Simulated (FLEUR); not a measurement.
# Collinear magnetic orders of GdZn2 with FLEUR

Aim: find out whether GdZn2 carries moments, and which collinear order costs least.

Program: FLEUR MaX-R8.1. Level of theory: LDA (VWN) with U = 4.02 eV, J = 0.7 eV on Gd f; all-electron FLAPW, Dirac cores, scalar-relativistic bands. Results are calculated unless marked as measured.

**1. Set-up**

The structure is orthorhombic, space group Imma (No. 74). The conventional cell has a = 4.465 Å, b = 7.129 Å, c = 7.591 Å, α = 90.00°, β = 90.00°, γ = 90.00°. Nearest to Gd lie 12 Zn at 3.06 to 3.23 Å. Nearest to Zn lie 4 Zn at 2.58 to 2.91 Å and 6 Gd at 3.06 to 3.23 Å. Farther neighbours are not listed.

As a file:

```
Gd Zn
1.0
    -2.23273    3.56465    3.79564
     2.23273   -3.56465    3.79564
     2.23273    3.56465   -3.79564
Gd Zn
2 4
Direct
  0.21751 0.46751 0.75000
  0.78249 0.53249 0.25000
  0.38030 0.83457 0.54573
  0.61970 0.16543 0.45427
  0.21116 0.16543 0.04573
  0.78884 0.83457 0.95427
```

The cell comes from a database of computed structures and need not be the stable phase.

**2. Run 1 (ferro ++)**

The parallel start comes first: it shows whether parallel moments hold. A Hubbard U acts on the open shell, since semilocal functionals spread its electrons too much.

The file n_mmp_mat seeds the f occupations with whole cubic orbitals by Hund's first rule, so that the U acts from the first pass. inpgen writes inp.xml from crystal.txt; cutoffs, mixing, functional, smearing and local orbitals are then set in the file. The k list default-1 (kpts.xml, not shown) is a Γ-centred 8×8×8 mesh; where the ranks do not divide the number of points, some are split in two of half the weight.

inp.xml reads:

```
<?xml version="1.0" encoding="UTF-8" standalone="no"?>
<fleurInput fleurInputVersion="0.39">
   <comment>
      GdZn2
   </comment>
   <calculationSetup>
      <cutoffs Kmax="3.6" Gmax="10.8" GmaxXC="10.8" numbands="0"/>
      <scfLoop itmax="130" minDistance="0.0001" maxIterBroyd="15" imix="Anderson" alpha="0.05" precondParam="0.0" spinf="2.0" sdNocoIR="T"/>
      <coreElectrons ctail="T" frcor="F" kcrel="0" coretail_lmax="0"/>
      <xcFunctional name="vwn" relativisticCorrections="F"/>
      <magnetism jspins="2"/>
      <soc l_soc="F" theta="0.0" phi="0.0" spav="F"/>
      <expertModes spex="0" secvar="F"/>
      <geometryOptimization l_f="F" forcealpha="1.0" forcemix="BFGS" epsdisp="0.00001" epsforce="0.00001"/>
      <ldaU l_linMix="F" mixParam="0.05" spinf="1.0"/>
   </calculationSetup>
   <cell>
      <bzIntegration valenceElectrons="84.0" mode="hist" fermiSmearingEnergy="0.00110248">
         <kPointListSelection listName="default-1"/>
         <xi:include xmlns:xi="http://www.w3.org/2001/XInclude" href="kpts.xml"> </xi:include>
      </bzIntegration>
      <xi:include xmlns:xi="http://www.w3.org/2001/XInclude" href="sym.xml"> </xi:include>
      <bulkLattice scale="1.0">
         <bravaisMatrix>
            <row-1>   -4.2192465566677990     6.7362052947605120     7.1727265682346122</row-1>
            <row-2>    4.2192465566677990    -6.7362052947605120     7.1727265682346122</row-2>
            <row-3>    4.2192465566677990     6.7362052947605120    -7.1727265682346122</row-3>
         </bravaisMatrix>
      </bulkLattice>
   </cell>
   <atomSpecies>
      <species name="Gadolinium7.000" element="Gd" atomicNumber="64">
         <mtSphere radius="2.8" gridPoints="925" logIncrement="0.014"/>
         <atomicCutoffs lmax="10" lnonsphr="8"/>
         <electronConfig flipSpins="F">
            <coreConfig>(1s1/2) (2s1/2) (2p1/2) (2p3/2) (3s1/2) (3p1/2) (3p3/2) (4s1/2) (3d3/2) (3d5/2) (4p1/2) (4p3/2) (4d3/2) (4d5/2)</coreConfig>
            <valenceConfig>(5s1/2) (5p1/2) (5p3/2) (6s1/2) (4f5/2) (4f7/2) (5d3/2) (5d5/2)</valenceConfig>
            <stateOccupation state="(4f5/2)" spinUp="2.5" spinDown="0.5"/>
            <stateOccupation state="(4f7/2)" spinUp="4.0" spinDown="0.0"/>
            <stateOccupation state="(5d3/2)" spinUp="0.4" spinDown="0.0"/>
            <stateOccupation state="(5d5/2)" spinUp="0.6" spinDown="0.0"/>
         </electronConfig>
         <energyParameters s="6" p="6" d="5" f="4"/>
         <ldaU l="3" U="4.02" J="0.7" l_amf="F"/>
         <lo type="SCLO" l="0" n="5" eDeriv="0"/>
         <lo type="SCLO" l="1" n="5" eDeriv="0"/>
      </species>
      <species name="Zinc (Zn)" element="Zn" atomicNumber="30">
         <mtSphere radius="2.37" gridPoints="783" logIncrement="0.016"/>
         <atomicCutoffs lmax="8" lnonsphr="6"/>
         <electronConfig flipSpins="F">
            <coreConfig>(1s1/2) (2s1/2) (2p1/2) (2p3/2) (3s1/2) (3p1/2) (3p3/2)</coreConfig>
            <valenceConfig>(4s1/2) (3d3/2) (3d5/2)</valenceConfig>
         </electronConfig>
         <energyParameters s="4" p="4" d="3" f="4"/>
      </species>
   </atomSpecies>
   <atomGroups>
      <atomGroup species="Gadolinium7.000">
         <relPos label="                   1">.2175060200 .4675060200 -1.000/4.000</relPos>
         <relPos label="                   2">-.2175060200 -.4675060200 1.000/4.000</relPos>
         <force calculate="T" relaxXYZ="TTT"/>
      </atomGroup>
      <atomGroup species="Zinc (Zn)">
         <relPos label="                   3">.3803018550 -.1654298625 -.4542682825</relPos>
         <relPos label="                   4">-.3803018550 .1654298625 .4542682825</relPos>
         <relPos label="                   5">.2111615800 .1654298625 .0457317175</relPos>
         <relPos label="                   6">-.2111615800 -.1654298625 -.0457317175</relPos>
         <force calculate="T" relaxXYZ="TTT"/>
      </atomGroup>
   </atomGroups>
   <output dos="F" band="F" slice="F">
      <bandDOS minEnergy="-.5*Htr" maxEnergy="0.5*Htr" sigma="0.015" storeEVData="T"/>
      <plotting iplot="0" polar="F">
         <plot TwoD="T" vec1="  1.0  0.0  0.0" vec2="  0.0  1.0  0.0" vec3="  0.0  0.0  1.0" zero="  0.0  0.0  0.0" file="plot"/>
      </plotting>
      <moessbauerParams electricFieldGradient="F" isomerShift="F" coreHyperfine="F" valenceHyperfine="F"/>
   </output>
</fleurInput>
```

crystal.txt reads:

```
GdZn2
&input film=F cartesian=F /
-2.23272912500  3.56464633000  3.79564344000
2.23272912500  -3.56464633000  3.79564344000
2.23272912500  3.56464633000  -3.79564344000
1.8897261246
1.0 1.0 1.0

6
64 0.21750602000  0.46750602000  0.75000000000 : 7.000
64 0.78249398000  0.53249398000  0.25000000000 : 7.000
30 0.38030185500  0.83457013750  0.54573171750
30 0.61969814500  0.16542986250  0.45426828250
30 0.21116158000  0.16542986250  0.04573171750
30 0.78883842000  0.83457013750  0.95426828250

&kpt div1=8 div2=8 div3=8 gamma=T /
```

Started as:

```bash
OMP_NUM_THREADS=1 inpgen -f crystal.txt > inpgen.log  # inp.xml is then edited as shown
OMP_NUM_THREADS=1 mpirun -n 4 fleur_MPI > fleur.log
```

The log of the run:

```text
Welcome to FLEUR        (www.flapw.de)
      MaX-Release 8.1          (www.max-centre.eu)

 ========== k-point set info ==========
 Selected k-point list: default-1
 k-point list type: mesh
 0 x 0 x 0
 Number of k points: 96

 ------------Calculation Setup---------------------------
 Number of MPI-tasks      :            4
 Number of PE/node        :            4
 Number of OMP-threads    :            1
 k-points in parallel     :            4
 pe's per k-point         :            1
 No of k-point loops      :           24
 Eigenvalue solver        :       lapack
 Number of basis functions:          700
 Approximate size of matrices (H+S) per k-point:         0.007 GB
 --------------------------------------------------------
 Iteration:     1   Distance:      19.53683443 me/bohr^3
 Iteration:     2   Distance:      18.64368714 me/bohr^3
 Iteration:     3   Distance:      13.07486598 me/bohr^3
 Iteration:     4   Distance:       6.08416160 me/bohr^3
 Iteration:     5   Distance:       1.72490928 me/bohr^3
 Iteration:     6   Distance:       1.20623707 me/bohr^3
 Iteration:     7   Distance:       1.26190400 me/bohr^3
 Iteration:     8   Distance:       0.22754436 me/bohr^3
 Iteration:     9   Distance:       0.05019704 me/bohr^3
 Iteration:    10   Distance:       0.06669661 me/bohr^3
 Iteration:    11   Distance:       0.04314486 me/bohr^3
 Iteration:    12   Distance:       0.03554863 me/bohr^3
 Iteration:    13   Distance:       0.00514303 me/bohr^3
 Iteration:    14   Distance:       0.00208791 me/bohr^3
 Iteration:    15   Distance:       0.00137828 me/bohr^3
 Iteration:    16   Distance:       0.00118915 me/bohr^3
 Iteration:    17   Distance:       0.00084426 me/bohr^3
 Iteration:    18   Distance:       0.00049180 me/bohr^3
 Iteration:    19   Distance:       0.00021537 me/bohr^3
 Iteration:    20   Distance:       0.00010076 me/bohr^3
 Iteration:    21   Distance:       0.00009138 me/bohr^3

 ********************************************************************
 Run finished successfully
 Stop message:
   all done
 ********************************************************************

--- out.xml (last complete iteration) ---
<iteration numberForCurrentRun="   21" overallNumber="   21">
         [... left out ...]
         <bandgap value="0.0046630282" units="eV"/>
         <sumValenceSingleParticleEnergies value="-8.3683468207" units="Htr"/>
         <FermiEnergy value="0.2731370465" units="Htr"/>
         <valenceDensity>
            <mtCharges spin="1">
               <mtCharge atomType="1" total="11.5936976" s="1.0941744" p="2.9995481" d="0.5317219" f="6.9662987"/>
               <mtCharge atomType="2" total="5.4915864" s="0.3442577" p="0.2818809" d="4.8604772" f="0.0039502"/>
            </mtCharges>
            <mtCharges spin="2">
               <mtCharge atomType="1" total="4.4064645" s="1.0828398" p="2.9607997" d="0.3162594" f="0.0447702"/>
               <mtCharge atomType="2" total="5.4723330" s="0.3568332" p="0.2544088" d="4.8568841" f="0.0033018"/>
            </mtCharges>
            <spinDependentCharge spin="1" total="49.4790246" interstitial="4.3252839" mtSpheres="45.1537406"/>
            <spinDependentCharge spin="2" total="34.5209754" interstitial="3.8187146" mtSpheres="30.7022608"/>
            <totalCharge value="84.0000000000"/>
         </valenceDensity>
         [... left out ...]
         <allElectronCharges>
            <spinDependentCharge spin="1" total="131.4790245" interstitial="4.3289197" mtSpheres="127.1501049"/>
            <spinDependentCharge spin="2" total="116.5209754" interstitial="3.8223442" mtSpheres="112.6986312"/>
            <totalCharge value="247.9999999289"/>
         </allElectronCharges>
         <magneticMomentsInMTSpheres units="muBohr">
            <globalMagMoment atomType="1" vec="0.00000   0.00000   7.18723"/>
            <localMagMoment atomType="1" vec="0.00000   0.00000   7.18723"/>
            <globalMagMoment atomType="2" vec="0.00000   0.00000   0.01925"/>
            <localMagMoment atomType="2" vec="0.00000   0.00000   0.01925"/>
         </magneticMomentsInMTSpheres>
         <moessbauerParams unitsHFF="kG" unitsIS="e/bohr^3" unitsEFG="Htr/bohr^2">
         </moessbauerParams>
         <totalEnergy value="   -29719.9828907354" units="Htr">
            <sumOfEigenvalues value="   -17983.4787234386">
               <coreElectrons value="-17975.1103766179"/>
               <valenceElectrons value="-8.3683468207"/>
            </sumOfEigenvalues>
            <densityCoulombPotentialIntegral value="-48858.1647900239"/>
            <densityEffectivePotentialIntegral value="-49867.7376180368"/>
            <chargeDenXCDenIntegral value="-761.3999140540"/>
            <FockExchangeEnergyValence value="0.0000000000"/>
            <FockExchangeEnergyCore value="0.0000000000"/>
            <atomTypeDependentContributions atomType="1">
               <electronNucleiInteractionDifferentMTs value="27671.9993249549"/>
               <MadelungTerm value="-60.3871745725"/>
            </atomTypeDependentContributions>
            <atomTypeDependentContributions atomType="2">
               <electronNucleiInteractionDifferentMTs value="8639.0455125035"/>
               <MadelungTerm value="-43.1733515612"/>
            </atomTypeDependentContributions>
            <dftUCorrection value="-0.8458873245"/>
            <tkbTimesEntropy value="0.0005848308"/>
            <freeEnergy value="-29719.9834755662"/>
            <extrapolationTo0K value="-29719.9831831508"/>
         </totalEnergy>
         <ldaUDensityMatrix>
            <densityMatrixFor spin="1" atomType="1" uIndex="1" l="3" U="4.02000000" J="0.70000000">
               (+0.99508,+0.00000) (+0.00000,+0.00000) (-0.00029,+0.00000) (+0.00000,+0.00000) (-0.00023,+0.00000) (+0.00000,+0.00000) (-0.00036,+0.00000)
               (+0.00000,+0.00000) (+0.99533,+0.00000) (+0.00000,+0.00000) (+0.00020,+0.00000) (+0.00000,+0.00000) (-0.00033,+0.00000) (+0.00000,+0.00000)
               (-0.00029,+0.00000) (+0.00000,+0.00000) (+0.99517,+0.00000) (+0.00000,+0.00000) (-0.00007,+0.00000) (+0.00000,+0.00000) (-0.00023,+0.00000)
               (+0.00000,+0.00000) (+0.00020,+0.00000) (+0.00000,+0.00000) (+0.99515,+0.00000) (+0.00000,+0.00000) (+0.00020,+0.00000) (+0.00000,+0.00000)
               (-0.00023,+0.00000) (+0.00000,+0.00000) (-0.00007,+0.00000) (+0.00000,+0.00000) (+0.99517,+0.00000) (+0.00000,+0.00000) (-0.00029,+0.00000)
               (+0.00000,+0.00000) (-0.00033,+0.00000) (+0.00000,+0.00000) (+0.00020,+0.00000) (+0.00000,+0.00000) (+0.99533,+0.00000) (+0.00000,+0.00000)
               (-0.00036,+0.00000) (+0.00000,+0.00000) (-0.00023,+0.00000) (+0.00000,+0.00000) (-0.00029,+0.00000) (+0.00000,+0.00000) (+0.99508,+0.00000)
            </densityMatrixFor>
            <densityMatrixFor spin="2" atomType="1" uIndex="1" l="3" U="4.02000000" J="0.70000000">
               (+0.00575,+0.00000) (+0.00000,+0.00000) (-0.00085,+0.00000) (+0.00000,+0.00000) (-0.00095,+0.00000) (+0.00000,+0.00000) (-0.00110,+0.00000)
               (+0.00000,+0.00000) (+0.00717,+0.00000) (+0.00000,+0.00000) (+0.00097,+0.00000) (+0.00000,+0.00000) (-0.00144,+0.00000) (+0.00000,+0.00000)
               (-0.00085,+0.00000) (+0.00000,+0.00000) (+0.00647,+0.00000) (+0.00000,+0.00000) (+0.00009,+0.00000) (+0.00000,+0.00000) (-0.00095,+0.00000)
               (+0.00000,+0.00000) (+0.00097,+0.00000) (+0.00000,+0.00000) (+0.00601,+0.00000) (+0.00000,+0.00000) (+0.00097,+0.00000) (+0.00000,+0.00000)
               (-0.00095,+0.00000) (+0.00000,+0.00000) (+0.00009,+0.00000) (+0.00000,+0.00000) (+0.00647,+0.00000) (+0.00000,+0.00000) (-0.00085,+0.00000)
               (+0.00000,+0.00000) (-0.00144,+0.00000) (+0.00000,+0.00000) (+0.00097,+0.00000) (+0.00000,+0.00000) (+0.00717,+0.00000) (+0.00000,+0.00000)
               (-0.00110,+0.00000) (+0.00000,+0.00000) (-0.00095,+0.00000) (+0.00000,+0.00000) (-0.00085,+0.00000) (+0.00000,+0.00000) (+0.00575,+0.00000)
            </densityMatrixFor>
         </ldaUDensityMatrix>
         <ldaUDensityMatrixConvergence>
            <distance spin="1" distance="0.000000"/>
            <distance spin="2" distance="0.000001"/>
         </ldaUDensityMatrixConvergence>
         <densityConvergence units="me/bohr^3">
            <chargeDensity spin="1" distance="0.0000653674"/>
            <chargeDensity spin="2" distance="0.0000575241"/>
            <overallChargeDensity distance="0.0000825497"/>
            <spinDensity distance="0.0000913750"/>
         </densityConvergence>
      </iteration>
```

It took 3.3 min on 4 MPI ranks of Intel Xeon Platinum 8488C (Sapphire Rapids), shared host; peak memory 0.47 GiB.

Spin moment in the muffin-tin sphere by atom:

| atom | spin moment in the muffin-tin sphere (μB) |
| --- | --- |
| Gd1 | 7.19 |
| Gd2 | 7.19 |
| Zn3 | 0.02 |
| Zn4 | 0.02 |
| Zn5 | 0.02 |
| Zn6 | 0.02 |

This step gave:

```yaml
free_energy: -808721.9496 eV
program_s_band_gap_on_this_mesh_in_a_metal_only_a_level_spacing: 0.004663 eV
magnetization: 14.96 μB
final_state: ferromagnetic
```

After 21 cycles the largest moment stands at 7.19 μB.

(Part 1 of 2 ends here.)

[Logs and program files are shortened in this print: banners, set-up blocks, solver, clock and traceback lines can be left out without a mark of their own.]

[Logs are printed without paths, hosts, clocks, repeated set-up lines and the standing remarks that a program may print on its own settings, such as how far it seeks lower states.]

[Hosts, paths, dates, database ids (printed as entryN), source tags and the programs' standing remarks are cut or masked in the printed files.]

[Where a cell is said to come from a database of computed structures, the database is the Materials Project.]
